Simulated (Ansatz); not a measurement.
# Photoemission of Si(111) with CH3 on 50 % of the top atoms and H on the rest, part 3 of 3

Aim: core-level components, unfolded bands and work function of Si(111) with CH3 on 50 % of the top atoms and H on the rest.

Ansatz 0.2.0; DFT, PBE, plane-wave PAW, default files, scalar-relativistic.

So far, gap on the k-mesh (eV): step 2 (relaxation) 1.10.

### Step 3. Bands by layer (continued)

The intensity has structure finer than the step of the table below, so its rows give means over 1 eV, whole bins alone (the curve runs from -15.1 to 1.42 eV). Peaks (eV: height): C K -5.6: 99.7, -3.6: 34.1; C K, E along x -5.3: 115; C K, E along y -5.7: 182; C K, E along z -5.3: 32.0, -3.6: 90.6; Si K-beta -1.8: 99.9.

Shapes are the site's partial DOS without matrix elements, which overweights lines from ligand s bands. The intensity by emission energy less the core level's binding energy, zero at the valence-band maximum; means over each step; 7 of 9 lines; values in % of the unpolarised maximum:

| emission energy less the core level's binding energy (eV) | C K | C K, E along x | C K, E along y | C K, E along z | Si K-beta | Si K-beta, E along x | Si K-beta, E along y |
| --- | --- | --- | --- | --- | --- | --- | --- |
| -14 | 0.187 | 0.202 | 0.176 | 0.184 | 1.07 | 0.872 | 0.877 |
| -13 | 0.284 | 0.328 | 0.231 | 0.292 | 1.89 | 1.42 | 1.39 |
| -12 | 0.385 | 0.332 | 0.315 | 0.507 | 2.48 | 2.36 | 2.35 |
| -11 | 0.832 | 0.463 | 0.487 | 1.55 | 5.91 | 6.08 | 6.13 |
| -10 | 1.80 | 0.782 | 0.844 | 3.77 | 11.7 | 12.5 | 12.5 |
| -9 | 3.27 | 1.49 | 1.48 | 6.85 | 15.5 | 17.0 | 17.0 |
| -8 | 5.12 | 3.32 | 2.79 | 9.23 | 14.4 | 15.8 | 15.8 |
| -7 | 15.6 | 20.8 | 12.9 | 13.3 | 22.9 | 22.5 | 22.3 |
| -6 | 71.1 | 82.4 | 112 | 18.5 | 28.2 | 26.1 | 26.6 |
| -5 | 48.6 | 71.8 | 51.0 | 22.8 | 25.6 | 23.1 | 23.0 |
| -4 | 21.4 | 7.91 | 7.62 | 48.6 | 59.1 | 53.7 | 53.3 |
| -3 | 20.0 | 4.09 | 4.59 | 51.4 | 87.0 | 84.1 | 84.1 |
| -2 | 7.42 | 2.61 | 2.51 | 17.1 | 97.8 | 100 | 101 |
| -1 | 3.66 | 1.15 | 0.920 | 8.92 | 59.6 | 64.8 | 64.8 |
| 0 | 0.563 | 0.474 | 0.415 | 0.798 | 17.9 | 23.0 | 22.8 |

Sums over each group's atoms; left-over states aren't shared out by site. Site centres, by row:

| group | element | shell | occupied states | centre of occupied part (eV) | centre up to the window's top (eV) |
| --- | --- | --- | --- | --- | --- |
| adsorbate | C | 2s | 2.185 | -12.58 | -9.744 |
| adsorbate | C | 2p | 7.246 | -5.227 | -4.781 |
| adsorbate | H | 1s | 6.918 | -6.825 | -4.996 |
| layer 1 | Si | 3s | 4.545 | -8.139 | -5.245 |
| layer 1 | Si | 3p | 10.53 | -3.903 | -1.391 |
| layer 2 | Si | 3s | 4.733 | -7.854 | -4.924 |
| layer 2 | Si | 3p | 11.27 | -3.587 | -1.28 |
| layer 3 | Si | 3s | 4.73 | -7.874 | -4.893 |
| layer 3 | Si | 3p | 11.12 | -3.686 | -1.267 |
| middle | Si | 3s | 4.731 | -7.875 | -4.873 |
| middle | Si | 3p | 11.13 | -3.683 | -1.27 |
| other layers | Si | 3s | 9.303 | -8.01 | -5.065 |
| other layers | Si | 3p | 22.05 | -3.648 | -1.264 |
| other layers | H | 1s | 4.167 | -5.096 | -3.068 |

Window up to 4.6 eV. Shell moments, by row:

| element | shell | occupied states an atom | centre of occupied part (eV) | rms width of occupied part (eV) | centre up to the window's top (eV) | rms width up to the window's top (eV) |
| --- | --- | --- | --- | --- | --- | --- |
| C | 2s | 1.092 | -12.58 | 1.944 | -9.744 | 6.338 |
| C | 2p | 3.623 | -5.227 | 1.443 | -4.781 | 2.375 |
| H | 1s | 0.9237 | -6.175 | 3.215 | -4.235 | 4.826 |
| Si | 3s | 1.168 | -7.959 | 2.347 | -5.008 | 5.287 |
| Si | 3p | 2.754 | -3.691 | 2.528 | -1.289 | 3.943 |

The broadened DOS, unweighted empty DOS by E, zero at the valence-band maximum; read off at these points:

| E (eV) | broadened DOS, unweighted empty DOS (states/eV/cell) |
| --- | --- |
| -0.93 | 0 |
| -0.73 | 0 |
| -0.63 | 0 |
| -0.43 | 0 |
| -0.23 | 0 |
| -0.13 | 0 |
| -0.03 | 0 |
| 0.07 | 5.1e-5 |
| 0.27 | 0.00185 |
| 0.47 | 0.0326 |
| 0.57 | 0.105 |
| 0.77 | 0.651 |
| 0.97 | 2.06 |
| 1.07 | 2.87 |
| 1.27 | 3.70 |
| 1.47 | 4.22 |
| 1.57 | 5.30 |
| 1.77 | 9.43 |
| 1.97 | 13.0 |
| 2.07 | 13.6 |
| 2.27 | 13.9 |
| 2.47 | 15.5 |
| 2.57 | 16.6 |
| 2.77 | 18.2 |
| 2.97 | 18.8 |
| 3.17 | 19.8 |
| 3.27 | 20.8 |
| 3.47 | 22.5 |
| 3.67 | 21.9 |
| 3.77 | 21.3 |
| 3.97 | 23.3 |

Recipe: projected DOS times atomic cross section and asymmetry factor (linear light, 0° from the polarisation), occupied states only, Fermi edge at 300 K, a Lorentzian width of 0.1 eV growing by 0.05 eV per eV of binding energy, and a resolution of 0.35 eV. Each atom is damped by exp[−depth/(λ cos θ)], θ = 0° from the normal, λ from the universal curve. Curves are cut 10 eV under the photon energy, above any shell that the free atom's threshold puts out of reach, or at the lower edge of the window: 11.2 eV at 21.2 eV, 15.1 eV at 100 eV, 15.1 eV at 1486.7 eV, 15.1 eV at 5950 eV and 15.1 eV at 8047.8 eV. Matrix elements of the solid and inelastic losses aren't modelled, nor non-dipole terms, which matter above 3 keV.

How the area divides among the shells (%):

| shell | 21.2 eV | 100 eV | 1486.7 eV | 5950 eV | 8047.8 eV |
| --- | --- | --- | --- | --- | --- |
| C 2s | 0.3 | 11.8 | 4.5 | 2.6 | 2.3 |
| C 2p | 44.8 | 14.0 | 0.2 | 0.0 | 0.0 |
| H 1s | 39.5 | 4.4 | 0.2 | 0.1 | 0.1 |
| Si 3s | 5.9 | 24.4 | 75.5 | 92.6 | 94.3 |
| Si 3p | 9.6 | 45.4 | 19.6 | 4.7 | 3.4 |

Regions along c: top from 15.1 to 21.9 Å, middle from 9.7 to 15.1 Å, bottom from 3.0 to 9.6 Å.

States with weight above 0.08 nearest the zero at K of the zone, within the window kept, -7.4 to 4.9 eV (levels that the program groups as degenerate share a row):

| E (eV) | weight, total | weight, top | weight, middle | weight, bottom |
| --- | --- | --- | --- | --- |
| -3.64 | 0.88 | 0.24 | 0.24 | 0.39 |
| -3.42 | 0.13 | 0.05 | 0.04 | 0.04 |
| -3.04 | 0.93 | 0.22 | 0.46 | 0.24 |
| -2.28 | 0.99 | 0.07 | 0.64 | 0.27 |
| -2.25 | 0.93 | 0.22 | 0.62 | 0.08 |
| 2.34 | 0.93 | 0.14 | 0.66 | 0.13 |
| 2.53 | 0.87 | 0.12 | 0.50 | 0.23 |
| 2.60 | 0.82 | 0.17 | 0.47 | 0.18 |
| 2.63 | 0.13 | 0.02 | 0.06 | 0.03 |
| 2.70 | 0.20 | 0.04 | 0.11 | 0.05 |

States with weight above 0.08 nearest the zero at Γ of the zone, within the window kept, -7.4 to 4.9 eV (levels that the program groups as degenerate share a row):

| E (eV) | weight, total | weight, top | weight, middle | weight, bottom |
| --- | --- | --- | --- | --- |
| -1.22 | 0.97 | 0.18 | 0.57 | 0.21 |
| -0.86 | 1.00 | 0.08 | 0.74 | 0.16 |
| -0.86 | 1.00 | 0.08 | 0.74 | 0.17 |
| -0.45 | 0.99 | 0.23 | 0.33 | 0.41 |
| -0.43 | 0.99 | 0.23 | 0.33 | 0.42 |
| -0.01 | 1.00 | 0.17 | 0.54 | 0.28 |
| 0.00 | 1.00 | 0.18 | 0.54 | 0.27 |
| 1.82 | 0.96 | 0.16 | 0.64 | 0.15 |
| 2.10 | 0.39 | 0.11 | 0.14 | 0.14 |
| 2.17 | 0.63 | 0.15 | 0.23 | 0.23 |

States with weight above 0.08 nearest the zero at M of the zone, within the window kept, -7.4 to 4.9 eV (levels that the program groups as degenerate share a row):

| E (eV) | weight, total | weight, top | weight, middle | weight, bottom |
| --- | --- | --- | --- | --- |
| -1.86 | 0.48 | 0.09 | 0.28 | 0.11 |
| -1.86 | 0.55 | 0.12 | 0.22 | 0.20 |
| -1.31 | 0.48 | 0.08 | 0.27 | 0.14 |
| -1.28 | 0.52 | 0.10 | 0.28 | 0.12 |
| 1.10 | 0.48 | 0.06 | 0.34 | 0.08 |
| 1.12 | 0.52 | 0.05 | 0.37 | 0.09 |
| 1.68 | 0.71 | 0.12 | 0.40 | 0.17 |
| 1.70 | 0.24 | 0.04 | 0.14 | 0.05 |
| 1.76 | 0.71 | 0.16 | 0.27 | 0.27 |
| 1.78 | 0.34 | 0.09 | 0.10 | 0.14 |

The largest force component on a free atom is 0.003 eV/Å, so the atoms are at rest for these settings too.

### Step 4. Core holes

XPS shifts tell sites apart. Each chosen atom gets a core hole in a self-consistent pass of its own.

Input file input.yaml:

```yaml
crystal:
  lattice:
    - [7.6791796437, 0.0, 0.0]
    - [3.8395898218, 6.6503646517, 0.0]
    - [0.0, 0.0, 24.6937769138]
  atoms:
    - { symbol: H, position: [0.1004860256, 0.0503794893, 0.7240821805] }
    - { symbol: H, position: [0.8479691552, 0.1030255897, 0.7238830042] }
    - { symbol: H, position: [0.0490232119, 0.848859163, 0.7241721838] }
    - { symbol: H, position: [0.6004860256, 0.0503794893, 0.7240821805] }
    - { symbol: H, position: [0.3479691552, 0.1030255897, 0.7238830042] }
    - { symbol: H, position: [0.5490232119, 0.848859163, 0.7241721838] }
    - { symbol: C, position: [-0.0006429356, 0.0002201462, 0.7083260425] }
    - { symbol: C_h, position: [0.4993570644, 0.0002201462, 0.7083260425] }
    - { symbol: H, position: [0.0005364141, 0.4995850758, 0.6895238791] }
    - { symbol: H, position: [0.5005364141, 0.4995850758, 0.6895238791] }
    - { symbol: Si_h, position: [-6.22033e-05, -0.0006688115, 0.6311375986] }
    - { symbol: Si, position: [0.4999377967, -0.0006688115, 0.6311375986] }
    - { symbol: Si, position: [0.0001723852, 0.5005673818, 0.6284030267] }
    - { symbol: Si_h, position: [0.5001723852, 0.5005673818, 0.6284030267] }
    - { symbol: Si_h, position: [0.8349123102, 0.3311156752, 0.597911499] }
    - { symbol: Si, position: [0.3349123102, 0.3311156752, 0.597911499] }
    - { symbol: Si, position: [0.8318032259, 0.8355190592, 0.5979673421] }
    - { symbol: Si, position: [0.3318032259, 0.8355190592, 0.5979673421] }
    - { symbol: Si, position: [0.8336177997, 0.3329647539, 0.5022648684] }
    - { symbol: Si, position: [0.3336177997, 0.3329647539, 0.5022648684] }
    - { symbol: Si, position: [0.8331093938, 0.8335599398, 0.5023289515] }
    - { symbol: Si, position: [0.3331093938, 0.8335599398, 0.5023289515] }
    - { symbol: Si_h, position: [0.1667809278, 0.1665775427, 0.4698741197] }
    - { symbol: Si, position: [0.6667809278, 0.1665775427, 0.4698741197] }
    - { symbol: Si, position: [0.1666083515, 0.666625336, 0.4700067457] }
    - { symbol: Si, position: [0.6666083515, 0.666625336, 0.4700067457] }
    - { symbol: Si, position: [0.166666667, 0.166666667, 0.374335324] }
    - { symbol: Si, position: [0.666666667, 0.166666667, 0.374335324] }
    - { symbol: Si, position: [0.166666667, 0.666666667, 0.374335324] }
    - { symbol: Si, position: [0.666666667, 0.666666667, 0.374335324] }
    - { symbol: Si, position: [0.0, 0.0, 0.342596438] }
    - { symbol: Si, position: [0.5, 0.0, 0.342596438] }
    - { symbol: Si, position: [0.0, 0.5, 0.342596438] }
    - { symbol: Si, position: [0.5, 0.5, 0.342596438] }
    - { symbol: H, position: [0.0, 0.0, 0.28347223] }
    - { symbol: H, position: [0.5, 0.0, 0.28347223] }
    - { symbol: H, position: [0.0, 0.5, 0.28347223] }
    - { symbol: H, position: [0.5, 0.5, 0.28347223] }
kpoints:
  mp_grid: { grid: [3, 3, 1] }
scf:
  occupations: { method: fermi_dirac, width: 0.02 }
  n_extra_bands: 26
hamiltonian:
  xc: pbe
  pseudopotentials: { kind: paw }
output:
  forces: true
  write_potential: true
  volumetric_format: []
  core_levels:
    shells: { C_h: "1s", Si_h: "2p" }
    counted_from: conduction_bottom
    add_spin: false
efield:
  axis: 3
  dipole_correction: true
```

Started as:

```
> ansatz run input.yaml --threads 4 --pin off --max-ram 11264MiB --backend cpu --events-out ev --progress --plain --runs-dir out
```

Numbers of over 12 decimals in the logs are rounded to 6 here.

The log of the run:

```text
[...]
Crystal: 38 atoms, lattice volume = 1261.095 Å³
Basis set: ecut = 420 eV, 24641 PW (Γ), exchange–correlation on 108×108×360 points (8 copies of the dense FFT grid, shifted against one another)
Bands: 84, of which v1, the nominal top of the filled ones, is band 58 counted from 1 (57 counted from 0)
Symmetry: 1 space group operations
[...]
k-points: 5 of 9 (time reversal used)
[...]
SCF iter   1: F=—  HF=-15952.702640 eV  |F-HF|=—  |Δ(HF+E_count)|=         —  Δρ=2.34e-3  dr2=7.18e-1  ethr=1.77e-3  p=0.132 e·Å  D=1.89e-2 V/Å  ΔV_dip=-0.47 eV  dr2_dipole=1.05e-3  V_vac-E_F(+/−)=3.26/3.72 eV  ⟨swp⟩=10.2  Hψ=2618  notcnv=0  defer=26
[...]
SCF iter   9: F=-15952.600349 eV  HF=-15952.600349 eV  |F-HF|=8.45e-9  |Δ(HF+E_count)|=   1.06e-7  Δρ=8.52e-7  dr2=1.83e-8  ethr=8.62e-11  p=0.138 e·Å  D=1.97e-2 V/Å  ΔV_dip=-0.49 eV  dr2_dipole=6.17e-10  V_vac-E_F(+/−)=3.63/4.12 eV  ⟨swp⟩=23.8  Hψ=4179  notcnv=0
SCF 1 converged in 9 iterations: F = -15952.600349 eV  dr2 = 1.83e-8
[...]
── core hole 1/5: 1s of C_h 7 ──
── 1s of C_h 7: 284.351 eV over the cell without the hole, in 13 iterations ──
── core hole 2/5: 2p of Si_h 10 ──
── 2p of Si_h 10: 100.164 eV over the cell without the hole, in 14 iterations ──
── core hole 3/5: 2p of Si_h 13 ──
── 2p of Si_h 13: 100.123 eV over the cell without the hole, in 13 iterations ──
── core hole 4/5: 2p of Si_h 14 ──
── 2p of Si_h 14: 99.937 eV over the cell without the hole, in 14 iterations ──
── core hole 5/5: 2p of Si_h 22 ──
── 2p of Si_h 22: 99.925 eV over the cell without the hole, in 14 iterations ──
SCF converged after 9 iterations
Free energy (F): -15952.600349 eV
[...]
Internal energy: -15952.600349 eV  (E = F + TS)
E sigma→0 (E₀):  -15952.600349 eV
Fermi energy:    0.464073 eV
Dipole field:    D = 0.019757 V/Å  (p = 0.137689 e·Å, saw-weighted, corrected)
Work function:   Φ+ = 3.6336 eV   Φ− = 4.1215 eV
[...]
--- Forces (eV/Å), atoms counted from 1 ---
  atom   1  H        0.00117557     0.00005556    -0.00023404
  atom   2  H       -0.00248706    -0.00232027     0.00054636
  atom   3  H       -0.00039942     0.00208159     0.00181108
  atom   4  H        0.00117506     0.00005537    -0.00023428
  atom   5  H       -0.00248679    -0.00232040     0.00054620
  atom   6  H       -0.00039931     0.00208175     0.00181103
  atom   7  C        0.00033678    -0.00035985    -0.00253838
  atom   8  C_h      0.00033704    -0.00035975    -0.00253856
  atom   9  H       -0.00002370    -0.00042772     0.00023851
  atom  10  H       -0.00002357    -0.00042772     0.00023836
  atom  11  Si_h     0.00135303     0.00226831     0.00136556
  atom  12  Si       0.00135324     0.00226829     0.00136562
  atom  13  Si      -0.00027942    -0.00092290    -0.00063093
  atom  14  Si_h    -0.00027928    -0.00092315    -0.00063079
  atom  15  Si_h     0.00003182     0.00163942    -0.00099477
  atom  16  Si       0.00003222     0.00163939    -0.00099466
  atom  17  Si       0.00023810    -0.00157756     0.00178816
  atom  18  Si       0.00023802    -0.00157765     0.00178816
  atom  19  Si       0.00021132     0.00004694     0.00010132
  atom  20  Si       0.00021153     0.00004684     0.00010127
  atom  21  Si       0.00006562     0.00003701    -0.00042132
  atom  22  Si       0.00006547     0.00003695    -0.00042133
  atom  23  Si_h     0.00003262     0.00049186     0.00041423
  atom  24  Si       0.00003276     0.00049192     0.00041423
  atom  25  Si      -0.00013259    -0.00043660     0.00018975
  atom  26  Si      -0.00013264    -0.00043689     0.00019018
  atom  27  Si       0.00148088    -0.00042575    -0.08687497
  atom  28  Si       0.00148016    -0.00042591    -0.08687495
  atom  29  Si      -0.00159713    -0.00027470    -0.06175672
  atom  30  Si      -0.00159685    -0.00027442    -0.06175690
  atom  31  Si      -0.00052534     0.00011885     0.85004057
  atom  32  Si      -0.00052521     0.00011915     0.85004062
  atom  33  Si       0.00056670    -0.00003156     0.85046583
  atom  34  Si       0.00056634    -0.00003165     0.85046581
  atom  35  H        0.00036863    -0.00042268    -0.77678706
  atom  36  H        0.00036865    -0.00042226    -0.77678681
  atom  37  H       -0.00041696     0.00046092    -0.77677253
  atom  38  H       -0.00041746     0.00046086    -0.77677250
  max |Σ_I F_I| component: 9.87e-5 eV/Å
--- Band table (eV; the first three rows and the last of 5) ---
  k-point 0: bands = [... 54 lower, -0.5281, -0.5171, -0.0922, -0.0831, 1.0135, 1.0263, 1.0374, 1.5883, ... 22 higher]
  k-point 1: bands = [... 54 lower, -1.3516, -1.1225, -1.0055, -0.4808, 1.1704, 1.7826, 1.8921, 1.9345, ... 22 higher]
  k-point 2: bands = [... 54 lower, -1.3339, -1.1229, -1.0219, -0.4886, 1.1757, 1.7853, 1.8961, 1.9236, ... 22 higher]
  k-point 4: bands = [... 54 lower, -1.9442, -1.2949, -1.2688, -1.2525, 2.2582, 2.4342, 2.4472, 2.5122, ... 22 higher]
--- Core levels from the conduction bottom, as differences alone (as output.core_levels.counted_from types it; a hole's nearest image at 7.7 Å) ---
  the holes have no spin, as output.core_levels.add_spin types it
  atom         alike  shell      binding/eV   shift/eV difference/eV images/eV   SCF
  C_h 7            1     1s               –     +0.000       284.351         –    13
  Si_h 10          1     2p               –     +0.000       100.164         –    14
  Si_h 13          1     2p               –     -0.041       100.123         –    13
  Si_h 14          1     2p               –     -0.227        99.937         –    14
  Si_h 22          1     2p               –     -0.239        99.925         –    14
  the dataset of C_h with a 1s hole: scattering error 0.003 eV (0.001 eV in the local channel); free atom: scalar-relativistic, large and small components
  the dataset of Si_h with a 2p hole: scattering error 0.000 eV (0.000 eV in the local channel); free atom: scalar-relativistic, large and small components
  the two lines of Si_h's 2p: 2p1/2 +0.408 eV and 2p3/2 -0.204 eV off its levels, 1 : 2 in strength
```

The job ended after 5.1 min (4 threads of Arm Neoverse N1, shared host; peak memory 2.5 GiB; 20 min of CPU time).

This step gave:

| Quantity | Value |
| --- | --- |
| symmetry operations | 1 |
| ionisation potential, lower face | 4.669 eV |

Levels are total-energy differences with one electron taken from the core. The electron stays in the lowest empty state, so these are excitation energies, not binding energies. The hole's nearest image is 7.7 Å away, and the holes carry no spin, so absolute levels are rough.

| atom | region | shell | level (eV) | shift (eV) | j lines (eV) | doubts |
| --- | --- | --- | --- | --- | --- | --- |
| C8 | adsorbate | 1s | 284.35 | - | - | - |
| Si11 | layer 1 | 2p | 100.16 | +0.24 | 100.57 / 99.96 | - |
| Si14 | layer 1 | 2p | 100.12 | +0.20 | 100.53 / 99.92 | - |
| Si15 | layer 2 | 2p | 99.94 | +0.01 | 100.34 / 99.73 | - |
| Si23 | middle | 2p | 99.93 | +0.00 | 100.33 / 99.72 | - |

Levels of p, d and f shells are means over their two j lines, weighted by degeneracy; the splitting comes from the atom's own solve. Shifts count from the last listed atom of each element. With the electron kept in the cell, its attraction to the hole differs by site and enters these shifts.

The Si 2p lines of the listed atoms alone (other atoms of the cell aren't counted), as Gaussians 0.8 eV wide, no depth weighting. The intensity by Si 2p level; read off at these points:

Si 2p level (eV), intensity (%) and a bar:
```
    98.30          0 
    98.40          0 
    98.50          0 
    98.60          0 
    98.70          1 
    98.80          1 
    98.90          3 #
    99.00          6 ##
    99.10         11 ###
    99.20         18 #####
    99.30         29 #########
    99.40         43 #############
    99.50         58 #################
    99.60         74 ######################
    99.70         87 ##########################
    99.80         96 #############################
    99.90        100 ##############################
    99.93        100 ##############################
   100.00         99 ##############################
   100.10         94 ############################
   100.20         86 ##########################
   100.30         78 #######################
   100.40         68 #####################
   100.50         59 ##################
   100.60         49 ###############
   100.70         39 ############
   100.80         29 #########
   100.90         21 ######
   101.00         14 ####
   101.10          8 ##
   101.20          5 #
   101.30          2 #
   101.40          1 
   101.50          1 
   101.60          0 
   101.70          0 
   101.80          0 
   101.90          0
```

### Step 5. What came out

```
ionisation potential                                            : 4.18 eV (upper face; lower face 4.67 eV)
electron affinity (Kohn–Sham)                                   : 3.08 eV (slab's lowest empty level against the upper vacuum)
Si core shifts among the listed atoms, from the last listed one : +0.00 to +0.24 eV
```

What this shows: The valence top of Si(111) with CH3 on 50 % of the top atoms and H on the rest lies 4.18 eV (upper face; lower face 4.67 eV) below the vacuum and the lowest empty level 3.08 eV below the vacuum of the upper face. Only the strongest levels a point were stored, too few to count surface states. The upper face's value lies 0.49 eV below that of the hydrogen-covered lower face; the difference is the dipole step of the groups. Core shifts: Si +0.00 to +0.24 eV. Among the sites run, the most bound Si 2p level is that of Si11 (layer 1), bonded to 3 Si and 1 C; the least bound, 0.24 eV shallower, that of Si23 (middle), bonded to 4 Si. That is the order that electronegative neighbours give as a rule, though screening of the hole enters too. These are excitation energies with the electron kept in the cell, so its attraction to the hole, which differs by site, enters the order. At 21.2 eV the valence spectrum has its highest listed peaks within 10.8 eV at 2.9 eV (mixed, H 1s leading), 3.7 eV (mixed, H 1s leading) and 5.6 eV (C 2p). At 1486.7 eV the valence spectrum has its highest listed peaks within 13 eV at 2.3 eV (Si 3p), 3.5 eV (Si 3s), 6.6 eV (Si 3s), 7.3 eV (Si 3s) and 9.1 eV (Si 3s). The shell named is the one with most of the intensity, cross sections included, not always the one with most states there. In the main run, from 1486.7 eV towards hard X-rays the Si 3s share grows by 19 points, as its cross section falls more slowly with photon energy than those of the shells it gains on. The spectra rest on a 3×3×1 mesh, so closely spaced maxima can be ripples of the mesh. The slab's own atoms span 7.1 Å, so bulk bands appear as a few quantum-well levels, and states of the two faces can mix. The affinity uses the Kohn–Sham gap, which is too small, so the true affinity is lower and the true ionisation potential usually higher.

[Logs are printed without paths, hosts, clocks, repeated set-up lines and the standing remarks that a program may print on its own settings, such as how far it seeks lower states.]

[Hosts, paths, dates, database ids (printed as entryN), source tags and the programs' standing remarks are cut or masked in the printed files.]

[Maps of the electrostatic potential energy from Ansatz leave out the sawtooth potential of an applied field or a dipole correction, so their vacuum need not be flat; work functions include it.]
